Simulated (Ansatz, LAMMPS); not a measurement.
# Glassy 50SiO2-43CaO-7P2O5 (mol %) (85 atoms) under strain, part 2 of 5

How stiff is glassy 50SiO2-43CaO-7P2O5 (mol %) (85 atoms), and how do its levels respond to strain?

Ansatz 0.2.0; Kohn-Sham DFT, RPBE, PAW (set soft_2), plane waves.

The cell: 15 Si, 13 Ca, 4 P and 53 O. The quench rate of 30 K/ps far exceeds what a furnace or splat quench reaches. The network of bonds at the start is that of the classical potential that made the cell. Sampling is at Γ alone.

So far. Step 2 (Single point at the start): The r.m.s. force at the start is 1.4 eV/Å.

### Step 3. Cell and atoms relaxed

Cell and atoms are freed together, to release stress as well as forces.

Input file input.yaml:

```yaml
crystal:
  lattice:
    - [10.56184, 0.0, 0.0]
    - [0.0, 10.56184, 0.0]
    - [0.0, 0.0, 10.56184]
  atoms:
    [... the 85 atom lines of step 2 ...]
kpoints:
  mp_grid: { grid: [1, 1, 1] }
hamiltonian:
  xc: rpbe
scf:
  occupations: { method: fixed }
output:
  forces: true
relax:
  f_tol: 0.05
  max_steps: 150
  cell: {}
```

Started as:

```bash
$ ansatz run input.yaml --threads 4 --pin off --max-ram 8192MiB --backend cpu --events-out ev --progress --plain --runs-dir out
```

Numbers of over 12 decimals in the logs are rounded to 6 here.

The program printed:

```text
[...]
Crystal: 85 atoms, lattice volume = 1178.199 Å³
Basis set: ecut = 420 eV, 22983 PW (Γ), exchange–correlation on 144×144×144 points (8 copies of the dense FFT grid, shifted against one another)
Bands: 349, of which v1, the nominal top of the filled ones, is band 264 counted from 1 (263 counted from 0)
Symmetry: 1 space group operations
[...]
k-points: 1
[...]
SCF iter   1: F=—  HF=-66559.920510 eV  |F-HF|=—  |Δ(HF+E_count)|=         —  Δρ=4.54e-3  dr2=2.55e-1  ethr=1.77e-3  ⟨swp⟩=9.0  Hψ=1231  notcnv=0  defer=83
[...]
SCF iter   5: F=—  HF=-66559.883211 eV  |F-HF|=—  |Δ(HF+E_count)|=   9.60e-5  Δρ=1.25e-4  dr2=1.51e-4  ethr=2.57e-7  ⟨swp⟩=3.0  Hψ=501  notcnv=0  defer=78
[...]
SCF iter   9: F=—  HF=-66559.885496 eV  |F-HF|=—  |Δ(HF+E_count)|=   1.18e-6  Δρ=3.81e-6  dr2=1.32e-7  ethr=1.89e-11  ⟨swp⟩=6.0  Hψ=1227  notcnv=0
SCF iter  10: F=-66559.885496 eV  HF=-66559.885496 eV  |F-HF|=1.28e-8  |Δ(HF+E_count)|=   3.41e-8  Δρ=1.02e-6  dr2=1.08e-8  ethr=1.89e-11  ⟨swp⟩=5.0  Hψ=1063  notcnv=0
SCF 1 converged in 10 iterations: F = -66559.885496 eV  dr2 = 1.08e-8
[...]
relax step   1: F+E_penalty+E_count = -66559.88549587 eV  Δ(F+E_penalty+E_count) = +0.000e0 eV  max|allowed force component| = 6.082e0 eV/Å  Δτ_max = 0.0000 Å  P = +6.529 GPa  Ω = 1178.199 Å³  (10 SCF iters, dr2 threshold 1.00e-7 eV, accepted)
[... from here on, the SCF cycles and remarks between the steps are left out ...]
relax step   2: F+E_penalty+E_count = -66565.09074281 eV  Δ(F+E_penalty+E_count) = -5.205e0 eV  max|allowed force component| = 3.095e0 eV/Å  Δτ_max = 0.1948 Å  P = +3.891 GPa  Ω = 1181.375 Å³  energy of the carried Pulay correction = -9.130e-3 eV  (8 SCF iters, dr2 threshold 8.50e-6 eV, accepted)
relax step   3: F+E_penalty+E_count = -66567.36924126 eV  Δ(F+E_penalty+E_count) = -2.278e0 eV  max|allowed force component| = 1.386e0 eV/Å  Δτ_max = 0.2000 Å  P = +1.630 GPa  Ω = 1197.544 Å³  energy of the carried Pulay correction = -5.524e-2 eV  (8 SCF iters, dr2 threshold 8.50e-6 eV, accepted)
relax step   4: F+E_penalty+E_count = -66568.17466166 eV  Δ(F+E_penalty+E_count) = -8.054e-1 eV  max|allowed force component| = 4.798e-1 eV/Å  Δτ_max = 0.2000 Å  P = +0.545 GPa  Ω = 1207.337 Å³  energy of the carried Pulay correction = -8.287e-2 eV  (7 SCF iters, dr2 threshold 8.50e-6 eV, accepted)
relax step   5: F+E_penalty+E_count = -66568.46395367 eV  Δ(F+E_penalty+E_count) = -2.893e-1 eV  max|allowed force component| = 3.570e-1 eV/Å  Δτ_max = 0.2000 Å  P = -0.027 GPa  Ω = 1216.190 Å³  energy of the carried Pulay correction = -1.076e-1 eV  (7 SCF iters, dr2 threshold 8.50e-6 eV, accepted)
relax step   6: F+E_penalty+E_count = -66568.58131973 eV  Δ(F+E_penalty+E_count) = -1.174e-1 eV  max|allowed force component| = 3.852e-1 eV/Å  Δτ_max = 0.2000 Å  P = -0.051 GPa  Ω = 1215.132 Å³  energy of the carried Pulay correction = -1.047e-1 eV  (7 SCF iters, dr2 threshold 7.96e-6 eV, accepted)
relax step   7: F+E_penalty+E_count = -66568.69837150 eV  Δ(F+E_penalty+E_count) = -1.171e-1 eV  max|allowed force component| = 3.177e-1 eV/Å  Δτ_max = 0.2000 Å  P = +0.140 GPa  Ω = 1212.866 Å³  energy of the carried Pulay correction = -9.836e-2 eV  (7 SCF iters, dr2 threshold 8.50e-6 eV, accepted)
relax step   8: F+E_penalty+E_count = -66568.71079963 eV  Δ(F+E_penalty+E_count) = -1.243e-2 eV  max|allowed force component| = 1.759e-1 eV/Å  Δτ_max = 0.0456 Å  P = -0.156 GPa  Ω = 1218.779 Å³  energy of the carried Pulay correction = -1.149e-1 eV  (7 SCF iters, dr2 threshold 6.31e-6 eV, accepted)
relax step   9: F+E_penalty+E_count = -66568.75153521 eV  Δ(F+E_penalty+E_count) = -4.074e-2 eV  max|allowed force component| = 4.895e-1 eV/Å  Δτ_max = 0.2000 Å  P = +0.194 GPa  Ω = 1214.980 Å³  energy of the carried Pulay correction = -1.043e-1 eV  (8 SCF iters, dr2 threshold 1.93e-6 eV, accepted)
relax step  10: F+E_penalty+E_count = -66568.77896095 eV  Δ(F+E_penalty+E_count) = -2.743e-2 eV  max|allowed force component| = 1.678e-1 eV/Å  Δτ_max = 0.0290 Å  P = +0.016 GPa  Ω = 1218.572 Å³  energy of the carried Pulay correction = -1.143e-1 eV  (6 SCF iters, dr2 threshold 8.50e-6 eV, accepted)
relax step  11: F+E_penalty+E_count = -66568.80653903 eV  Δ(F+E_penalty+E_count) = -2.758e-2 eV  max|allowed force component| = 1.277e-1 eV/Å  Δτ_max = 0.2000 Å  P = -0.097 GPa  Ω = 1222.044 Å³  energy of the carried Pulay correction = -1.239e-1 eV  (8 SCF iters, dr2 threshold 1.76e-6 eV, accepted)
relax step  12: F+E_penalty+E_count = -66568.81056337 eV  Δ(F+E_penalty+E_count) = -4.024e-3 eV  max|allowed force component| = 1.785e-1 eV/Å  Δτ_max = 0.1224 Å  P = +0.017 GPa  Ω = 1223.443 Å³  energy of the carried Pulay correction = -1.278e-1 eV  (8 SCF iters, dr2 threshold 1.02e-6 eV, accepted)
relax step  13: F+E_penalty+E_count = -66568.79229470 eV  Δ(F+E_penalty+E_count) = +1.827e-2 eV  max|allowed force component| = 3.805e-1 eV/Å  Δτ_max = 0.2000 Å  P = -0.059 GPa  Ω = 1222.655 Å³  energy of the carried Pulay correction = -1.256e-1 eV  (8 SCF iters, dr2 threshold 1.99e-6 eV, rejected (line search))
relax step  14: F+E_penalty+E_count = -66568.83307249 eV  Δ(F+E_penalty+E_count) = -2.251e-2 eV  max|allowed force component| = 8.265e-2 eV/Å  Δτ_max = 0.0966 Å  P = +0.051 GPa  Ω = 1222.010 Å³  energy of the carried Pulay correction = -1.238e-1 eV  (12 SCF iters, accepted)
relax step  15: F+E_penalty+E_count = -66568.83835125 eV  Δ(F+E_penalty+E_count) = -5.279e-3 eV  max|allowed force component| = 7.864e-2 eV/Å  Δτ_max = 0.0478 Å  P = -0.009 GPa  Ω = 1222.232 Å³  energy of the carried Pulay correction = -1.245e-1 eV  (7 SCF iters, dr2 threshold 4.27e-7 eV, accepted)
relax step  16: F+E_penalty+E_count = -66568.83951894 eV  Δ(F+E_penalty+E_count) = -1.168e-3 eV  max|allowed force component| = 6.525e-2 eV/Å  Δτ_max = 0.0610 Å  P = -0.011 GPa  Ω = 1221.397 Å³  energy of the carried Pulay correction = -1.221e-1 eV  (8 SCF iters, dr2 threshold 3.87e-7 eV, rejected (line search))
relax step  17: F+E_penalty+E_count = -66568.84235075 eV  Δ(F+E_penalty+E_count) = -3.999e-3 eV  max|allowed force component| = 3.321e-2 eV/Å  Δτ_max = 0.0255 Å  P = -0.003 GPa  Ω = 1221.850 Å³  energy of the carried Pulay correction = -1.234e-1 eV  (10 SCF iters, accepted)
relax step  18: F+E_penalty+E_count = -66569.09957521 eV  Δ(F+E_penalty+E_count) = -2.572e-1 eV  max|allowed force component| = 3.636e-2 eV/Å  Δτ_max = 0.0000 Å  P = +0.339 GPa  Ω = 1221.850 Å³  stress off target by 6.81e-1 GPa  SCF on the basis re-selected at this cell (its energy is not comparable with the rows above)  (8 SCF iters)
relax step  19: F+E_penalty+E_count = -66569.09055227 eV  Δ(F+E_penalty+E_count) = +9.023e-3 eV  max|allowed force component| = 1.149e-1 eV/Å  Δτ_max = 0.0501 Å  P = +0.045 GPa  Ω = 1230.025 Å³  energy of the carried Pulay correction = -2.358e-2 eV  (7 SCF iters, dr2 threshold 1.16e-6 eV, accepted)
relax step  20: F+E_penalty+E_count = -66569.09645462 eV  Δ(F+E_penalty+E_count) = -5.902e-3 eV  max|allowed force component| = 8.150e-2 eV/Å  Δτ_max = 0.0386 Å  P = -0.030 GPa  Ω = 1230.501 Å³  energy of the carried Pulay correction = -2.506e-2 eV  (7 SCF iters, dr2 threshold 8.24e-7 eV, accepted)
relax step  21: F+E_penalty+E_count = -66569.07322638 eV  Δ(F+E_penalty+E_count) = +2.323e-2 eV  max|allowed force component| = 1.596e-1 eV/Å  Δτ_max = 0.1017 Å  P = -0.008 GPa  Ω = 1230.051 Å³  energy of the carried Pulay correction = -2.381e-2 eV  (9 SCF iters, dr2 threshold 4.15e-7 eV, rejected (line search))
relax step  22: F+E_penalty+E_count = -66569.10088115 eV  Δ(F+E_penalty+E_count) = -4.427e-3 eV  max|allowed force component| = 4.092e-2 eV/Å  Δτ_max = 0.0158 Å  P = -0.004 GPa  Ω = 1230.379 Å³  energy of the carried Pulay correction = -2.467e-2 eV  (12 SCF iters, accepted)
relax step  23: F+E_penalty+E_count = -66569.12517387 eV  Δ(F+E_penalty+E_count) = -2.429e-2 eV  max|allowed force component| = 4.069e-2 eV/Å  Δτ_max = 0.0000 Å  P = +0.006 GPa  Ω = 1230.379 Å³  stress off target by 5.40e-2 GPa  SCF on the basis re-selected at this cell (its energy is not comparable with the rows above)  (6 SCF iters)
relax step  24: F+E_penalty+E_count = -66569.12433447 eV  Δ(F+E_penalty+E_count) = +8.394e-4 eV  max|allowed force component| = 4.219e-2 eV/Å  Δτ_max = 0.0266 Å  P = +0.008 GPa  Ω = 1231.388 Å³  energy of the carried Pulay correction = -2.863e-3 eV  (9 SCF iters, dr2 threshold 7.30e-9 eV, accepted)
relax step  25: F+E_penalty+E_count = -66569.12728090 eV  Δ(F+E_penalty+E_count) = -2.946e-3 eV  max|allowed force component| = 4.224e-2 eV/Å  Δτ_max = 0.0000 Å  P = +0.009 GPa  Ω = 1231.388 Å³  stress off target by 3.19e-2 GPa  SCF on the basis re-selected at this cell (its energy is not comparable with the rows above)  (5 SCF iters)
[...]
SCF converged after 5 iterations
Free energy (F): -66569.127281 eV
[...]
Internal energy: -66569.127281 eV  (E = F + TS)
E sigma→0 (E₀):  -66569.127281 eV
Fermi energy:    4.096919 eV
[...]
Σ components = -66569.127281   (vs F -66569.127281, Δ=0.00e0)
--- Forces (eV/Å), atoms counted from 1 ---
  atom   1  Si    -0.00756254     0.00888199    -0.00997675
  atom   2  Si    -0.01336423    -0.01157022    -0.00154991
  atom   3  Si    -0.01329514     0.00919931     0.01238614
  atom   4  Si    -0.00783533    -0.00006710     0.00652549
[...]
atom  85  O      0.00420578    -0.01046781    -0.00015207
  max |Σ_I F_I| component: 3.49e-5 eV/Å
--- Stress (GPa, compression-positive) ---
        0.017181      -0.007399       0.012774
       -0.007398       0.011608      -0.012568
        0.012774      -0.012569      -0.000967
  P = ⅓ Tr σ = 0.0093 GPa (0.093 kbar)
--- Relaxed structure (22 steps of the walk, 19 accepted, 3 SCFs on fresh bases) ---
  F+E_penalty+E_count = -66569.12728090 eV   max|allowed force component| = 4.224e-2 eV/Å   (the final SCF, on the basis selected at the relaxed cell)
  cell:  # Å, volume = 1231.3882 Å³
    - [10.708903, 0.084122, 0.425719]
    - [0.084122, 10.721545, -0.183782]
    - [0.425719, -0.183782, 10.745736]
  atoms:
    - { symbol: Si, position: [0.636494, 0.444284, 0.550988] }
    - { symbol: Si, position: [0.407576, 0.764314, 0.824333] }
    - { symbol: Si, position: [0.334112, 0.013805, 0.968093] }
    - { symbol: Si, position: [0.505226, 0.423015, 0.182547] }
[...]
- { symbol: O, position: [0.551825, 0.518320, 0.874272] }
```

Run time: 2.5 min. Hardware: 4 threads of Intel Xeon Platinum 8488C (Sapphire Rapids), shared host; peak memory 1.4 GiB.

The relaxation converged after 22 steps, with a largest force component of 0.042 eV/Å.

(Part 2 of 5 ends here.)

[Logs are printed without paths, hosts, clocks, repeated set-up lines and the standing remarks that a program may print on its own settings, such as how far it seeks lower states.]

[Hosts, paths, dates, database ids (printed as entryN), source tags and the programs' standing remarks are cut or masked in the printed files.]
